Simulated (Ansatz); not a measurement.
# Phonons of GaGeW in the AlB2 type

The plan: relax GaGeW in the AlB2 type, check its phonons, and, if the lattice is stable, compute its Eliashberg function and ρ(T).

Calculated with Ansatz 0.2.0; DFT PBEsol, scalar-relativistic, plane waves, PAW; PAW set soft_1.

The structure was built from a prototype and need not be the compound's stable phase.

### 1. Set-up

Symmetry: P-6m2, No. 187, hexagonal system. The conventional cell has a = 3.995 Å, b = 3.995 Å, c = 4.195 Å, α = 90.00°, β = 90.00°, γ = 120.00°. Nearest to W lie 6 Ga at 3.12 Å and 6 Ge at 3.12 Å. Nearest to Ga lie 3 Ge at 2.31 Å and 6 W at 3.12 Å. Ge has 3 Ga at 2.31 Å and 6 W at 3.12 Å nearest. Farther neighbours are not listed.

### 2. Rough relaxation

Large forces or a large pressure at the start call for a first relaxation with loose thresholds.

input.yaml

```yaml
crystal:
  lattice:
    - [3.99496, 0.0, 0.0]
    - [-1.99748, 3.45974, 0.0]
    - [0.0, 0.0, 4.19471]
  atoms:
    - { symbol: W, position: [0.0, 0.0, 0.0] }
    - { symbol: Ga, position: [0.33333333, 0.66666667, 0.5] }
    - { symbol: Ge, position: [0.66666667, 0.33333333, 0.5] }
kpoints:
  mp_grid: { grid: [6, 6, 6] }
hamiltonian:
  xc: pbesol
  pseudopotentials: { kind: paw, azcp: { folder: soft_1 }, xc_functional: pbe }
scf:
  occupations: { method: gaussian, width: 0.1 }
output:
  forces: true
  stress: true
  eigenvalues: true
relax:
  adjacent_minimum: "off"
  f_tol: 0.05
  max_steps: 80
  cell: { stress_tol: 0.5 }
```

The run is started by

```console
$ ansatz run input.yaml --threads 4 --pin off --max-ram 12288MiB --backend cpu --events-out ev --progress --plain --runs-dir out
```

Numbers of over 12 decimals in the logs are rounded to 6 here.

Log:

```text
The last accepted step is kept in <dir> (removed where the run ends without a failure and the disk answers)
Engine: ansatz 0.2.0, aarch64-unknown-linux-gnu
Pseudopotentials: kind: paw
Pseudopotential: W, paw, valence charge 14, recommended cutoff 420 eV (normal), soft_1/W.paw.azcp
Pseudopotential: Ga, paw, valence charge 13, recommended cutoff 420 eV (normal), soft_1/Ga.paw.azcp
Pseudopotential: Ge, paw, valence charge 14, recommended cutoff 420 eV (normal), soft_1/Ge.paw.azcp
Functional definition: PBEsol
  exchange = pbesol_x
  correlation = pbesol_c
Crystal: 3 atoms, lattice volume = 57.977 Å³
Basis set: ecut = 420 eV, 1131 PW (Γ), exchange–correlation on 54×54×60 points (8 copies of the dense FFT grid, shifted against one another)
Bands: 25, of which v1, the nominal top of the filled ones, is band 21 counted from 1 (20 counted from 0)
Symmetry: 12 space group operations
Space group: P-6m2 (ITA 187), of the structure as read, at distance tolerance 3.9e-5 Å
k-points: 28 of 216 (time reversal used)
Non-local potential: W, projectors of the file, l = 0: 3, l = 1: 2, l = 2: 2, l = 3: 1
Non-local potential: Ga, projectors of the file, l = 0: 2, l = 1: 2, l = 2: 3, l = 3: 1
Non-local potential: Ge, projectors of the file, l = 0: 2, l = 1: 2, l = 2: 3, l = 3: 1
PAW form: soft (Blöchl's): semilocal exchange-correlation on the pseudo side does not see the compensation charge
PAW frozen core: W, regenerated for the run's functional, and the local potential with it (the file was generated under x = pbe(κ = 0.804, μ = 0.219515), c = pbe(β = 0.066725))
PAW frozen core: Ga, regenerated for the run's functional, and the local potential with it (the file was generated under x = pbe(κ = 0.804, μ = 0.219515), c = pbe(β = 0.066725))
PAW frozen core: Ge, regenerated for the run's functional, and the local potential with it (the file was generated under x = pbe(κ = 0.804, μ = 0.219515), c = pbe(β = 0.066725))
PAW one-centre angular grid: W, 590 points (default); XC on 64 Gauss nodes
PAW one-centre angular grid: Ga, 590 points (default); XC on 64 Gauss nodes
PAW one-centre angular grid: Ge, 590 points (default); XC on 64 Gauss nodes
Initial density: superposition of atomic densities (chi_scale 0.1, normalization cell, long waves kept (reshape's long-wave potential 0.00 eV rms))
Initial wavefunctions: pseudopotential atomic-orbital guess
Functional: x = pbesol(κ = 0.804, μ = 0.123457), c = pbesol(β = 0.046)
SCF iter   1: F=—  HF=-18251.128078 eV  |F-HF|=—  |Δ(HF+E_count)|=         —  Δρ=7.89e-2  dr2=8.84e0  ethr=3.10e-3  ⟨swp⟩=5.4  Hψ=2872  notcnv=0
preconditioner: auto → Kerker (q_TF=auto, 2.575 Å⁻¹)  [metal: Δε(μ)=0.022 eV  Ē_g=16.606 eV  σ=0.100 eV  W_gap=0.12  n_scr=20 (ndim 8)  ℏωp=28.0 eV  f_vac=0.000  D(μ)=4.86/eV (n_scr^D=58)]
SCF iter   2: F=—  HF=-18249.718465 eV  |F-HF|=—  |Δ(HF+E_count)|=    1.41e0  Δρ=2.51e-2  dr2=5.15e-1  ethr=3.10e-3  ⟨swp⟩=2.8  Hψ=1285  notcnv=0  defer=3
SCF iter   3: F=—  HF=-18249.599695 eV  |F-HF|=—  |Δ(HF+E_count)|=   1.19e-1  Δρ=1.27e-2  dr2=7.32e-2  ethr=1.26e-3  ⟨swp⟩=2.4  Hψ=1256  notcnv=0  defer=3
SCF iter   4: F=—  HF=-18249.582024 eV  |F-HF|=—  |Δ(HF+E_count)|=   1.77e-2  Δρ=3.74e-3  dr2=9.23e-3  ethr=1.79e-4  ⟨swp⟩=2.0  Hψ=1174  notcnv=0  defer=2
SCF iter   5: F=—  HF=-18249.578386 eV  |F-HF|=—  |Δ(HF+E_count)|=   3.64e-3  Δρ=1.21e-3  dr2=1.70e-3  ethr=2.25e-5  ⟨swp⟩=2.0  Hψ=978  notcnv=0  defer=2
SCF iter   6: F=—  HF=-18249.578207 eV  |F-HF|=—  |Δ(HF+E_count)|=   1.78e-4  Δρ=8.09e-4  dr2=3.41e-4  ethr=4.15e-6  ⟨swp⟩=2.0  Hψ=1158  notcnv=0  defer=1
SCF iter   7: F=—  HF=-18249.578068 eV  |F-HF|=—  |Δ(HF+E_count)|=   1.40e-4  Δρ=2.35e-4  dr2=2.84e-5  ethr=8.31e-7  ⟨swp⟩=2.0  Hψ=1137  notcnv=0  defer=1
SCF iter   8: F=—  HF=-18249.578053 eV  |F-HF|=—  |Δ(HF+E_count)|=   1.45e-5  Δρ=1.04e-4  dr2=6.83e-6  ethr=6.93e-8  ⟨swp⟩=2.0  Hψ=1081  notcnv=0  defer=1
SCF iter   9: F=—  HF=-18249.578055 eV  |F-HF|=—  |Δ(HF+E_count)|=   1.76e-6  Δρ=2.51e-5  dr2=3.32e-7  ethr=1.67e-8  ⟨swp⟩=2.0  Hψ=1027  notcnv=0  defer=1
SCF iter  10: F=-18249.578055 eV  HF=-18249.578055 eV  |F-HF|=5.98e-9  |Δ(HF+E_count)|=   4.09e-8  Δρ=7.35e-6  dr2=2.31e-8  ethr=2.44e-10  ⟨swp⟩=4.4  Hψ=2482  notcnv=0
SCF 1 converged in 10 iterations: F = -18249.578055 eV  dr2 = 2.31e-8
  greatest PAW one-centre occupation: 0.999 electrons in one spin orbital (limit 2), on the W atom at site 0 (counted from 0), in its partial waves of l = 0
relax step   1: F+E_penalty+E_count = -18249.57805484 eV  Δ(F+E_penalty+E_count) = +0.000e0 eV  max|allowed force component| = 5.397e-17 eV/Å  Δτ_max = 0.0000 Å  P = -11.164 GPa  Ω = 57.977 Å³  (10 SCF iters, dr2 threshold 1.00e-7 eV, accepted)
Crystal: 3 atoms, lattice volume = 54.720 Å³
Basis set: ecut = 420 eV, 1081 PW (Γ), exchange–correlation on 54×54×60 points (8 copies of the dense FFT grid, shifted against one another)
Initial density: handed on by an earlier stage of this run
Initial wavefunctions: those handed on with the density
iter 1 solved again at ethr=5.28e-5 eV; its pass at ethr=3.10e-3 eV (dr2=2.16e-2 eV) is discarded
SCF iter   1: F=—  HF=-18250.041279 eV  |F-HF|=—  |Δ(HF+E_count)|=         —  Δρ=6.77e-3  dr2=2.04e-2  ethr=5.28e-5  ⟨swp⟩=2.0  Hψ=3776  notcnv=0
preconditioner: auto → Kerker (q_TF=auto, 2.600 Å⁻¹)  [metal: Δε(μ)=0.035 eV  Ē_g=15.745 eV  σ=0.100 eV  W_gap=0.19  n_scr=20 (ndim 8)  ℏωp=28.8 eV  f_vac=0.000  D(μ)=2.29/eV (n_scr^D=20)]
SCF iter   2: F=—  HF=-18250.037567 eV  |F-HF|=—  |Δ(HF+E_count)|=   3.71e-3  Δρ=2.84e-3  dr2=2.72e-3  ethr=4.99e-5  ⟨swp⟩=1.8  Hψ=747  notcnv=0
SCF iter   3: F=—  HF=-18250.037195 eV  |F-HF|=—  |Δ(HF+E_count)|=   3.71e-4  Δρ=8.45e-4  dr2=1.98e-4  ethr=6.64e-6  ⟨swp⟩=2.0  Hψ=1050  notcnv=0
SCF iter   4: F=—  HF=-18250.037145 eV  |F-HF|=—  |Δ(HF+E_count)|=   5.03e-5  Δρ=3.40e-4  dr2=4.05e-5  ethr=4.83e-7  ⟨swp⟩=2.4  Hψ=1292  notcnv=0
SCF iter   5: F=—  HF=-18250.037141 eV  |F-HF|=—  |Δ(HF+E_count)|=   3.94e-6  Δρ=1.06e-4  dr2=4.25e-6  ethr=9.88e-8  ⟨swp⟩=2.0  Hψ=900  notcnv=0
SCF iter   6: F=—  HF=-18250.037142 eV  |F-HF|=—  |Δ(HF+E_count)|=   3.99e-7  Δρ=2.78e-5  dr2=3.45e-7  ethr=1.04e-8  ⟨swp⟩=2.0  Hψ=1137  notcnv=0
SCF iter   7: F=-18250.037141 eV  HF=-18250.037141 eV  |F-HF|=4.12e-9  |Δ(HF+E_count)|=   1.92e-7  Δρ=1.15e-5  dr2=5.59e-8  ethr=7.32e-10  ⟨swp⟩=5.5  Hψ=3041  notcnv=0
SCF 2 converged in 7 iterations: F = -18250.037141 eV  dr2 = 5.59e-8
[...]
relax step   5: F+E_penalty+E_count = -18251.29476017 eV  Δ(F+E_penalty+E_count) = -4.220e-1 eV  max|allowed force component| = 4.703e-17 eV/Å  Δτ_max = 0.0000 Å  P = -0.823 GPa  Ω = 48.000 Å³  energy of the carried Pulay correction = +2.996e-3 eV  (7 SCF iters, dr2 threshold 3.00e-7 eV, accepted)
relax step   6: F+E_penalty+E_count = -18251.71706962 eV  Δ(F+E_penalty+E_count) = -4.223e-1 eV  max|allowed force component| = 4.163e-17 eV/Å  Δτ_max = 0.0000 Å  P = +2.125 GPa  Ω = 46.190 Å³  energy of the carried Pulay correction = +3.600e-3 eV  (7 SCF iters, dr2 threshold 3.00e-7 eV, accepted)
relax step   7: F+E_penalty+E_count = -18252.23164414 eV  Δ(F+E_penalty+E_count) = -5.146e-1 eV  max|allowed force component| = 4.009e-17 eV/Å  Δτ_max = 0.0000 Å  P = +2.286 GPa  Ω = 45.444 Å³  energy of the carried Pulay correction = +3.851e-3 eV  (6 SCF iters, dr2 threshold 3.00e-7 eV, accepted)
relax step   8: F+E_penalty+E_count = -18252.73013485 eV  Δ(F+E_penalty+E_count) = -4.985e-1 eV  max|allowed force component| = 8.635e-17 eV/Å  Δτ_max = 0.0000 Å  P = +7.578 GPa  Ω = 43.691 Å³  energy of the carried Pulay correction = +4.466e-3 eV  (6 SCF iters, dr2 threshold 3.00e-7 eV, accepted)
relax step   9: F+E_penalty+E_count = -18253.00221014 eV  Δ(F+E_penalty+E_count) = -2.721e-1 eV  max|allowed force component| = 3.084e-17 eV/Å  Δτ_max = 0.0000 Å  P = +10.779 GPa  Ω = 43.635 Å³  energy of the carried Pulay correction = +4.479e-3 eV  (6 SCF iters, dr2 threshold 3.00e-7 eV, accepted)
relax step  10: F+E_penalty+E_count = -18253.07868884 eV  Δ(F+E_penalty+E_count) = -7.648e-2 eV  max|allowed force component| = 3.084e-17 eV/Å  Δτ_max = 0.0000 Å  P = -2.517 GPa  Ω = 47.062 Å³  energy of the carried Pulay correction = +3.284e-3 eV  (6 SCF iters, dr2 threshold 3.00e-7 eV, accepted)
relax step  11: F+E_penalty+E_count = -18253.08506801 eV  Δ(F+E_penalty+E_count) = -6.379e-3 eV  max|allowed force component| = 3.084e-17 eV/Å  Δτ_max = 0.0000 Å  P = +0.086 GPa  Ω = 46.257 Å³  energy of the carried Pulay correction = +3.558e-3 eV  (6 SCF iters, dr2 threshold 3.00e-7 eV, accepted)
relax step  12: F+E_penalty+E_count = -18253.09246580 eV  Δ(F+E_penalty+E_count) = -7.398e-3 eV  max|allowed force component| = 3.084e-17 eV/Å  Δτ_max = 0.0000 Å  P = +0.345 GPa  Ω = 46.257 Å³  stress off target by 6.55e-1 GPa  SCF on the basis re-selected at this cell (its energy is not comparable with the rows above)  (6 SCF iters)
relax step  13: F+E_penalty+E_count = -18253.09289702 eV  Δ(F+E_penalty+E_count) = -4.312e-4 eV  max|allowed force component| = 6.168e-17 eV/Å  Δτ_max = 0.0000 Å  P = +0.011 GPa  Ω = 46.389 Å³  energy of the carried Pulay correction = -5.150e-5 eV  (6 SCF iters, dr2 threshold 3.00e-7 eV, accepted)
iter 1 solved again at ethr=1.31e-8 eV; its pass at ethr=3.10e-3 eV (dr2=5.36e-6 eV) is discarded
SCF iter   1: F=—  HF=-18253.092930 eV  |F-HF|=—  |Δ(HF+E_count)|=         —  Δρ=1.04e-4  dr2=1.04e-7  ethr=1.31e-8  ⟨swp⟩=2.9  Hψ=4718  notcnv=0
preconditioner: auto → none  [insulator: Δε(μ)=0.131 eV  Ē_g=16.472 eV  σ=0.100 eV  W_gap=0.64  n_scr=8 (ndim 8)  ℏωp=31.3 eV  f_vac=0.000  D(μ)=1.05/eV (n_scr^D=6)  ε∞_Penn≈4.6]
SCF iter   2: F=—  HF=-18253.092938 eV  |F-HF|=—  |Δ(HF+E_count)|=   7.43e-6  Δρ=5.19e-5  dr2=2.66e-8  ethr=2.54e-10  ⟨swp⟩=1.2  Hψ=713  notcnv=0
iter 3 did not close the SCF: its close was put off for the readings that it lacked (scf_convergence_deferred on its scf_iter line)
SCF iter   3: F=-18253.092938 eV  HF=-18253.092938 eV  |F-HF|=3.42e-9  |Δ(HF+E_count)|=   5.47e-8  Δρ=2.49e-6  dr2=1.46e-9  ethr=6.49e-11  ⟨swp⟩=2.0  Hψ=840  notcnv=0
iter 4 did not close the SCF: its close was put off for the readings that it lacked (scf_convergence_deferred on its scf_iter line)
SCF iter   4: F=-18253.092938 eV  HF=-18253.092938 eV  |F-HF|=0.00e0  |Δ(HF+E_count)|=   1.21e-9  Δρ=1.69e-7  dr2=4.44e-12  ethr=3.55e-12  ⟨swp⟩=2.0  Hψ=1021  notcnv=0
iter 5 did not close the SCF: its close was put off for the readings that it lacked (scf_convergence_deferred on its scf_iter line)
SCF iter   5: F=-18253.092938 eV  HF=-18253.092938 eV  |F-HF|=3.64e-12  |Δ(HF+E_count)|=  7.28e-12  Δρ=5.68e-8  dr2=4.97e-13  ethr=1.00e-12  ⟨swp⟩=1.0  Hψ=700  notcnv=0
iter 6 did not close the SCF: its close was put off for the readings that it lacked (scf_convergence_deferred on its scf_iter line)
SCF iter   6: F=-18253.092938 eV  HF=-18253.092938 eV  |F-HF|=7.28e-12  |Δ(HF+E_count)|=    0.00e0  Δρ=1.44e-8  dr2=3.21e-14  ethr=1.00e-12  ⟨swp⟩=1.0  Hψ=700  notcnv=0
SCF iter   7: F=-18253.092938 eV  HF=-18253.092938 eV  |F-HF|=7.28e-12  |Δ(HF+E_count)|=    0.00e0  Δρ=2.44e-9  dr2=1.40e-15  ethr=1.00e-12  ⟨swp⟩=1.0  Hψ=1512  notcnv=0
SCF 14 converged in 7 iterations: F = -18253.092938 eV  dr2 = 1.40e-15
relax step  14: F+E_penalty+E_count = -18253.09293788 eV  Δ(F+E_penalty+E_count) = -4.086e-5 eV  max|allowed force component| = 6.785e-17 eV/Å  Δτ_max = 0.0000 Å  P = +0.012 GPa  Ω = 46.389 Å³  stress off target by 1.04e-1 GPa  SCF on the basis re-selected at this cell (its energy is not comparable with the rows above)  (7 SCF iters)
basis re-selected at this cell: Δ(F+E_penalty+E_count) = -4.086e-5 eV, ΔP = +0.000 GPa vs the last step (what re-selecting the basis moved, of the pressure what is left beyond the Pulay correction that the steps carried, after the strain that the cell walked since its last selection, with what the two solves' SCF thresholds leave and, on support functions, any second-order correction that the steps lacked; it is no m [...]
SCF converged after 7 iterations
Free energy (F): -18253.092938 eV
Harris-Foulkes:  -18253.092938 eV  (|F-HF|=7.28e-12)
Internal energy: -18253.087712 eV  (E = F + TS)
E sigma→0 (E₀):  -18253.090325 eV
Entropy (-TS):   -0.005226 eV (-1.742 meV/atom)
Fermi energy:    16.659759 eV
--- Per-component energies (eV) ---
  E_band       = -157.391757
  E_kinetic    = 629.876432
  E_local      = -3406.092788  (includes V_loc(G=0)·N_el)
  E_nonlocal   = 104.204852
  E_hartree    = 1864.562189
  E_xc         = -401.778619
  E_vxc        = -354.895080  (∫ρ·V_xc dr)
  E_paw        = -12373.862434  (= ΣΔE_a)
  E_vpaw       = -859.609507  (= ΣTr[D̂ρ^β])
  E_aug_tail   = -0.000045  (compensation charges beyond the density's cutoff)
  E_ewald      = -4672.000075
  E_core_change = 2.002775  (= ΣΔE_core)
  E_smearing   = -0.005226  (= −TS)
  E_closure    = 0.000000  (closes the sum)
  Σ components = -18253.092938   (vs F -18253.092938, Δ=0.00e0)
--- Forces (eV/Å), atoms counted from 1 ---
  atom   1  W      0.00000000    -0.00000000     0.00000000
  atom   2  Ga     0.00000000     0.00000000     0.00000000
  atom   3  Ge     0.00000000    -0.00000000     0.00000000
  max |Σ_I F_I| component: 9.25e-17 eV/Å
--- Stress (GPa, compression-positive) ---
        0.069373       0.000000       0.000000
        0.000000       0.069373       0.000000
        0.000000       0.000000      -0.104019
  P = ⅓ Tr σ = 0.0116 GPa (0.116 kbar)
--- Band table (eV; the first three rows and the last of 28) ---
  k-point 0: bands = [... 17 lower, 11.5126, 12.2778, 16.3582, 16.3582, 19.2775, 19.2775, 20.6351, 20.6351]
  k-point 1: bands = [... 17 lower, 12.1936, 13.6311, 15.2309, 15.2309, 19.4590, 19.9763, 19.9763, 20.5113]
  k-point 2: bands = [... 17 lower, 13.3712, 13.7932, 13.7932, 13.9939, 19.0284, 19.0284, 19.0386, 21.6861]
  k-point 27: bands = [... 17 lower, 13.1505, 14.2000, 15.7017, 15.7467, 17.1188, 17.7057, 17.7487, 22.7557]
--- Relaxed structure (12 steps of the walk, 12 accepted, 2 SCFs on fresh bases) ---
  F+E_penalty+E_count = -18253.09293788 eV   max|allowed force component| = 6.785e-17 eV/Å   (the final SCF, on the basis selected at the relaxed cell)
  cell:  # Å, volume = 46.3888 Å³
    - [4.536769, 0, 0.0]
    - [-2.268385, 3.928957, 0.0]
    - [0.0, 0.0, 2.602490]
  atoms:
    - { symbol: W, position: [0, 0, 0.0] }
    - { symbol: Ga, position: [0.333333, 0.666667, 0.500000] }
    - { symbol: Ge, position: [0.666667, 0.333333, 0.500000] }
```

Wall time 17 s (4 threads of Arm Neoverse V2, shared host); peak memory 0.41 GiB.

Relaxation path:

| step | energy less that of the first step (eV) | largest force component (eV/Å) | pressure (GPa) | volume (Å³) |
| --- | --- | --- | --- | --- |
| 1 | 0.0000 | 0.0000 | -11.16 | 57.98 |
| 2 | -0.4591 | 0.0000 | -8.28 | 54.72 |
| 3 | -0.8886 | 0.0000 | -5.20 | 52.05 |
| 4 | -1.2947 | 0.0000 | -2.84 | 49.93 |
| 5 | -1.7167 | 0.0000 | -0.82 | 48.00 |
| 6 | -2.1390 | 0.0000 | 2.12 | 46.19 |
| 7 | -2.6536 | 0.0000 | 2.29 | 45.44 |
| 8 | -3.1521 | 0.0000 | 7.58 | 43.69 |
| 9 | -3.4242 | 0.0000 | 10.78 | 43.64 |
| 10 | -3.5006 | 0.0000 | -2.52 | 47.06 |
| 11 | -3.5070 | 0.0000 | 0.09 | 46.26 |
| 12* | -3.5144 | 0.0000 | 0.34 | 46.26 |
| 13 | -3.5148 | 0.0000 | 0.01 | 46.39 |
| 14* | -3.5149 | 0.0000 | 0.01 | 46.39 |

Relaxation steps marked * repeat the geometry before them on a plane-wave basis chosen anew for their cell, so energy and pressure can jump there.

The run keeps the 12 symmetry operations that it works with, so distortions that break them were not tested.

| cell as run | before | after | change |
| --- | --- | --- | --- |
| a (Å) | 3.995 | 4.537 | +13.6 % |
| b (Å) | 3.995 | 4.537 | +13.6 % |
| c (Å) | 4.195 | 2.602 | -38.0 % |
| volume (Å³/atom) | 19.33 | 15.46 | -20.0 % |

The relaxed structure:

```
W Ga Ge
1.0
     4.53677    0.00000    0.00000
    -2.26838    3.92896    0.00000
     0.00000    0.00000    2.60249
W Ga Ge
1 1 1
Direct
  0.00000 0.00000 0.00000
  0.33333 0.66667 0.50000
  0.66667 0.33333 0.50000
```

This step gave:

| Item | Value |
| --- | --- |
| pressure | 0.01158 GPa |
| volume per atom | 15.46 Å³/atom |
| metallic on mesh | yes |
| gap on the k-mesh | 0 eV |

The largest force is now zero by symmetry and the largest stress component 0.10 GPa.

### 3. Relaxation

The structure is brought to rest under this functional.

input.yaml, the sections that differ from step 2:

```yaml
crystal:
  lattice:
    - [4.5367690647, 0.0, 0.0]
    - [-2.2683845323, 3.9289572611, 0.0]
    - [0.0, 0.0, 2.6024898908]
  atoms:
    - { symbol: W, position: [0.0, 0.0, 0.0] }
    - { symbol: Ga, position: [0.3333333333, 0.6666666667, 0.5] }
    - { symbol: Ge, position: [0.6666666667, 0.3333333333, 0.5] }
kpoints:
  mp_grid: { grid: [9, 9, 12] }
relax:
  adjacent_minimum: "off"
  f_tol: 0.005
  max_steps: 80
  cell: { stress_tol: 0.05 }
# hamiltonian, scf, output: as in step 2
```

Log:

```text
[the first part of the log is left out]
  E_paw        = -12374.090820  (= ΣΔE_a)
  E_vpaw       = -860.005083  (= ΣTr[D̂ρ^β])
  E_aug_tail   = -0.000057  (compensation charges beyond the density's cutoff)
  E_ewald      = -4677.021084
  E_core_change = 2.002775  (= ΣΔE_core)
  E_smearing   = -0.006403  (= −TS)
  E_closure    = 0.000000  (closes the sum)
  Σ components = -18253.074494   (vs F -18253.074494, Δ=0.00e0)
[...]
--- Stress (GPa, compression-positive) ---
        0.007433       0.000000       0.000000
        0.000000       0.007433      -0.000000
        0.000000      -0.000000       0.020393
  P = ⅓ Tr σ = 0.0118 GPa (0.118 kbar)
--- Band table (eV; the first three rows and the last of 84) ---
[...]
--- Relaxed structure (4 steps of the walk, 4 accepted, 1 SCFs on fresh bases) ---
[...]
cell:  # Å, volume = 46.2587 Å³
    - [4.514344, -2.8724895414553924e-11, 0]
    - [-2.257172, 3.909537, 1.588376782115376e-19]
    - [0, 1.0521200011848769e-19, 2.621040]
  atoms:
    - { symbol: W, position: [0, 0, 0] }
    - { symbol: Ga, position: [0.333333, 0.666667, 0.500000] }
    - { symbol: Ge, position: [0.666667, 0.333333, 0.500000] }
```

Wall time 12 s (4 threads); peak memory 0.47 GiB; 46 s of CPU time.

Relaxation path:

| step | energy less that of the first step (eV) | largest force component (eV/Å) | pressure (GPa) | volume (Å³) |
| --- | --- | --- | --- | --- |
| 1 | 0.0000 | 0.0000 | -0.06 | 46.39 |
| 2 | -0.0043 | 0.0000 | 0.11 | 46.21 |
| 3 | -0.0044 | 0.0000 | -0.05 | 46.28 |
| 4 | -0.0044 | 0.0000 | 0.01 | 46.26 |
| 5 | -0.0044 | 0.0000 | 0.01 | 46.26 |

The log counts 1 steps on a newly chosen plane-wave basis, not all of them marked here; energy and pressure can jump at such steps.

| conventional cell, symmetrised | before | after | change |
| --- | --- | --- | --- |
| a (Å) | 4.537 | 4.514 | -0.5 % |
| b (Å) | 4.537 | 4.514 | -0.5 % |
| c (Å) | 2.602 | 2.621 | +0.7 % |
| volume (Å³/atom) | 15.46 | 15.42 | -0.3 % |

Final coordinates:

```xyz
3
Lattice="4.5143 0.0000 0.0000 -2.2572 3.9095 0.0000 0.0000 0.0000 2.6210" Properties=species:S:1:pos:R:3 pbc="T T T"
W     0.0000    0.0000    0.0000
Ga    0.0000    2.6064    1.3105
Ge    2.2572    1.3032    1.3105
```

This step gave:

```yaml
pressure: 0.01175 GPa
volume_per_atom: 15.42 Å³/atom
```

The largest force is now zero by symmetry and the largest stress component 0.020 GPa.

(Part 1 of 3 ends here.)

[Logs are printed without paths, hosts, clocks, repeated set-up lines and the standing remarks that a program may print on its own settings, such as how far it seeks lower states.]

[Hosts, paths, dates, database ids (printed as entryN), source tags and the programs' standing remarks are cut or masked in the printed files.]
